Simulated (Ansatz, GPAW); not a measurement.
# A 9-layer slab of Pb(100): work function by functional and basis, part 3 of 3

How far do functional and basis move the work function of a 9-layer slab of Pb(100)?

GPAW 26.7.0 and Ansatz 0.2.0; Ansatz plane waves; slab in vacuum with a dipole correction, relaxation (the session's first sound run).

So far, upper work function (eV): step 2 (relaxation, PBE) 3.80; step 6 (self-consistent run: xc = "vdW-DF2", GPAW, PAW setups, GPAW) 4.23; step 7 (self-consistent run: xc = "LDA") 4.13; step 8 (OptPBE vdW: xc = "optPBE-vdW", GPAW, PAW setups, GPAW) 4.03; step 9 (real-space grid: mode = "fd", PBE, GPAW) 3.82.

## Step 10: All levels side by side

Times are for 1 thread of AMD EPYC 7R13 (Zen 3), shared host. Results by setting:

```csv
no.,run,upper work function (eV),lower work function (eV),time,memory (GiB)
1,pw,3.821,3.794,4.7 min,0.44
2,RPBE,3.674,3.647,6.7 min,0.44
3,revPBE,3.688,3.661,5.1 min,0.44
4,vdW DF2,4.232,4.209,10 min,0.71
5,LDA,4.132,4.104,6 min,0.44
6,optPBE vdW,4.034,4.010,10 min,0.71
7,fd,3.821,3.795,31 min,2.6
```

## Step 11: A second plane-wave code

A second program with its own datasets checks the number independently.

This step: Ansatz plane waves; slab in vacuum with a dipole correction (Ansatz 0.2.0).

Input file input.yaml:

```yaml
crystal:
  lattice:
    - [3.5001785669, 0.0, 0.0]
    - [0.0, 3.5001785669, 0.0]
    - [0.0, 0.0, 35.8]
  atoms:
    - { symbol: Pb, position: [0.0, 0.0, 0.2234636872] }
    - { symbol: Pb, position: [0.5, 0.5, 0.2925977654] }
    - { symbol: Pb, position: [0.0, 0.0, 0.3617318436] }
    - { symbol: Pb, position: [0.5, 0.5, 0.4308659218] }
    - { symbol: Pb, position: [0.0, 0.0, 0.5027971415] }
    - { symbol: Pb, position: [0.5, 0.5, 0.5744432869] }
    - { symbol: Pb, position: [0.0, 0.0, 0.6450889323] }
    - { symbol: Pb, position: [0.5, 0.5, 0.7199226516] }
    - { symbol: Pb, position: [0.0, 0.0, 0.7868979197] }
kpoints:
  mp_grid: { grid: [9, 9, 1] }
hamiltonian:
  xc: pbe
scf:
  occupations: { method: fermi_dirac, width: 0.1 }
efield:
  axis: 3
  dipole_correction: true
  ramp_width: 0.05
output:
  forces: true
  write_potential: true
  write_density: true
  volumetric_format: npy
```

Started as:

```bash
ansatz run input.yaml --threads 4 --pin off --max-ram 8192MiB --backend cpu --events-out ev --progress --plain --runs-dir out
```

Numbers of over 12 decimals in the logs are rounded to 6 here.

Output:

```text
[...]
Crystal: 9 atoms, lattice volume = 438.595 Å³
Basis set: ecut = 420 eV, 8571 PW (Γ), exchange–correlation on 48×48×480 points (8 copies of the dense FFT grid, shifted against one another)
Bands: 76, of which v1, the nominal top of the filled ones, is band 63 counted from 1 (62 counted from 0)
Symmetry: 8 space group operations
[...]
k-points: 15 of 81
[...]
SCF iter   1: F=—  HF=-107157.278244 eV  |F-HF|=—  |Δ(HF+E_count)|=         —  Δρ=1.20e-3  dr2=2.80e-1  ethr=1.77e-3  p=-0.002 e·Å  D=-9.61e-4 V/Å  ΔV_dip=0.03 eV  dr2_dipole=8.92e-4  V_vac-E_F(+/−)=3.70/3.67 eV  ⟨swp⟩=6.7  Hψ=4522  notcnv=0
[...]
SCF iter   7: F=-107157.273640 eV  HF=-107157.273640 eV  |F-HF|=5.98e-9  |Δ(HF+E_count)|=   1.93e-8  Δρ=1.16e-6  dr2=1.33e-8  ethr=7.94e-11  p=-0.002 e·Å  D=-7.18e-4 V/Å  ΔV_dip=0.03 eV  dr2_dipole=7.01e-11  V_vac-E_F(+/−)=3.80/3.77 eV  ⟨swp⟩=16.3  Hψ=10104  notcnv=0
SCF 1 converged in 7 iterations: F = -107157.273640 eV  dr2 = 1.33e-8
[...]
SCF converged after 7 iterations
Free energy (F): -107157.273640 eV
[...]
Internal energy: -107157.105592 eV  (E = F + TS)
E sigma→0 (E₀):  -107157.189616 eV
Entropy (-TS):   -0.168048 eV (-18.672 meV/atom)
Fermi energy:    5.407188 eV
Dipole field:    D = -0.000725 V/Å  (p = -0.001758 e·Å, saw-weighted, corrected)
Work function:   Φ+ = 3.7994 eV   Φ− = 3.7734 eV
[...]
--- Forces (eV/Å), atoms counted from 1 ---
  atom   1  Pb    -0.00000000     0.00000000     0.09351936
  atom   2  Pb    -0.00000000     0.00000000    -0.33369305
  atom   3  Pb    -0.00000000     0.00000000     0.13386376
  atom   4  Pb     0.00000000     0.00000000     0.10193907
  atom   5  Pb    -0.00000000     0.00000000     0.00123198
  atom   6  Pb     0.00000000     0.00000000     0.00671673
  atom   7  Pb     0.00000000     0.00000000     0.00098908
  atom   8  Pb     0.00000000     0.00000000     0.00742781
  atom   9  Pb     0.00000000     0.00000000    -0.01199436
  max |Σ_I F_I| component: 3.75e-7 eV/Å
--- Band table (eV; the first three rows and the last of 15) ---
  k-point 0: bands = [... 59 lower, 7.6700, 7.6700, 7.8604, 7.9190, 7.9190, 8.3044, 8.3044, 8.7351, ... 9 higher]
  k-point 1: bands = [... 59 lower, 6.4602, 6.7498, 6.9362, 7.4355, 7.8538, 7.8859, 8.0981, 8.2094, ... 9 higher]
  k-point 2: bands = [... 59 lower, 4.8399, 5.0955, 5.5852, 6.1011, 6.5549, 7.2175, 7.5637, 8.3200, ... 9 higher]
  k-point 14: bands = [... 59 lower, 3.2688, 3.5330, 3.5409, 3.9827, 4.2516, 4.4970, 5.0658, 5.0705, ... 9 higher]
```

It took 11 s on 4 threads of AMD EPYC 7R13 (Zen 3), shared host; peak memory 1.2 GiB; 44 s of CPU time.

In the SCF lines HF is the Harris–Foulkes energy and dr2 the Hartree energy of the density residual, in eV; the loop may stop once dr2 is under the threshold and the program's other checks hold. Hψ counts applications of the Hamiltonian.

Numbers from this step:

- upper work function: 3.799 eV
- lower work function: 3.773 eV
- dipole along the normal: -0.001758 e·Å
- dipole field: -7.25e-4 V/Å
- vacuum level above: 9.207 eV
- vacuum level below: 9.181 eV

The electrostatic potential energy of an electron (with the applied field's), less the Fermi level, planar mean oscillates, so the rows of the table below give means over windows of 2.54 Å about each position, cut where the curve ends. Its maxima inside the range that stand out by 2 % of the span (Å: eV): 9.2: -0.0178, 11.8: -0.156, 14.2: -0.0598, 16.7: 0.414, 19.2: 0.364, 21.8: 0.178, 24.5: 0.810, 27.0: -0.407. Its minima: 8.1: -9.77, 10.4: -9.82, 13.0: -9.86, 15.4: -9.83, 18.0: -9.72, 20.6: -9.82, 23.1: -9.81, 25.8: -9.78, 28.2: -9.78.

The electrostatic potential energy of an electron (with the applied field's), less the Fermi level, planar mean by z; means over each step:

```
z (Å)  electrostatic potential energy of an electron (with the applied field's), less the Fermi level, planar mean (eV)
 1.27                                                                                                              3.78
 3.81                                                                                                              3.77
 6.35                                                                                                              1.09
 8.89                                                                                                             -5.58
11.43                                                                                                             -5.65
13.97                                                                                                             -5.65
16.51                                                                                                             -5.11
19.05                                                                                                             -5.13
21.59                                                                                                             -5.35
24.13                                                                                                             -4.62
26.67                                                                                                             -5.96
29.21                                                                                                             -2.05
31.75                                                                                                              3.77
34.29                                                                                                              3.80
```

The valence density, planar mean oscillates, so the rows of the table below give means over windows of 2.54 Å about each position, cut where the curve ends. Its maxima inside the range that stand out by 2 % of the span (Å: e/Å³): 8.1: 0.933, 10.4: 0.938, 13.0: 0.940, 15.4: 0.931, 18.0: 0.935, 20.6: 0.939, 23.1: 0.938, 25.8: 0.938, 28.2: 0.939. Its minima: 9.2: 0.144, 11.8: 0.145, 14.2: 0.143, 16.7: 0.126, 19.2: 0.128, 21.8: 0.135, 24.5: 0.111, 27.0: 0.158.

Table of valence density, planar mean by z; means over each step:

```csv
z (Å),"valence density, planar mean (e/Å³)"
1.27,0
3.81,2.1e-4
6.35,0.102
8.89,0.467
11.43,0.469
13.97,0.471
16.51,0.439
19.05,0.442
21.59,0.453
24.13,0.410
26.67,0.490
29.21,0.305
31.75,8.6e-4
34.29,2.6e-6
```

Force by atom:

```csv
atom,x (eV/Å),y (eV/Å),z (eV/Å),size
Pb1,0.000,0.000,0.094,0.094
Pb2,0.000,0.000,-0.334,0.334
Pb3,0.000,0.000,0.134,0.134
Pb4,0.000,0.000,0.102,0.102
Pb5,0.000,0.000,0.001,0.001
Pb6,0.000,0.000,0.007,0.007
Pb7,0.000,0.000,0.001,0.001
Pb8,0.000,0.000,0.007,0.007
Pb9,0.000,0.000,-0.012,0.012
```

The upper face's work function is 3.799 eV, against 3.821 eV in the first plane-wave PBE run at this geometry.

## Step 12: Side by side

Results and costs are gathered.

This step: comparison of work functions, dipole and cost (GPAW 26.7.0).

Ladder, by row:

```csv
step,code,"work function, upper (eV)","work function, lower (eV)",dipole (e Å),wall time (s),peak memory (GiB),threads
pw,GPAW,3.821,3.794,-0.001661,284.5,0.44,1
RPBE,GPAW,3.674,3.647,-0.001629,403.4,0.44,1
revPBE,GPAW,3.688,3.661,-0.001669,304.3,0.44,1
vdW-DF2,GPAW,4.232,4.209,-0.001399,622.8,0.71,1
LDA,GPAW,4.132,4.104,-0.001685,361,0.44,1
optPBE-vdW,GPAW,4.034,4.01,-0.001498,614.3,0.71,1
fd,GPAW,3.821,3.795,-0.001726,1862,2.64,1
ansatz,Ansatz,3.799,3.773,-0.001758,11.31,1.171,4
```

## Step 13: Summary of results

```yaml
work_function_upper_and_lower_face: 3.821 and 3.794 eV
dipole_along_the_normal: -0.00166 e Å
```

With plane waves and PBE the work function is 3.82 eV on the upper face and 3.79 eV on the lower. The measured value for polycrystalline Pb, which weights the faces of low work function, is 4.25 eV (as compiled in "Anisotropic work function of elemental crystals", 2019, arxiv:1902.07811); the relaxed upper face lies 0.43 eV under it with PBE, and vdW-DF2 comes nearest (4.23 eV). Measured work functions scatter by a tenth of an eV or more between methods. Over the sound runs of the table the upper face's work function spans 3.674 (RPBE) to 4.232 eV (vdW-DF2). The two plane-wave codes differ by 0.022 eV on the upper face. The small printed dipole stands for a step of 25 meV from the lower to the upper face, and the probes find 27 meV; values this small are near the numerical noise of both. The in-plane lattice was kept as typed, which isn't the functional's own and leaves some strain; spin-orbit coupling and temperature are left out.

[Logs are printed without paths, hosts, clocks, repeated set-up lines and the standing remarks that a program may print on its own settings, such as how far it seeks lower states.]

[Hosts, paths, dates, database ids (printed as entryN), source tags and the programs' standing remarks are cut or masked in the printed files.]
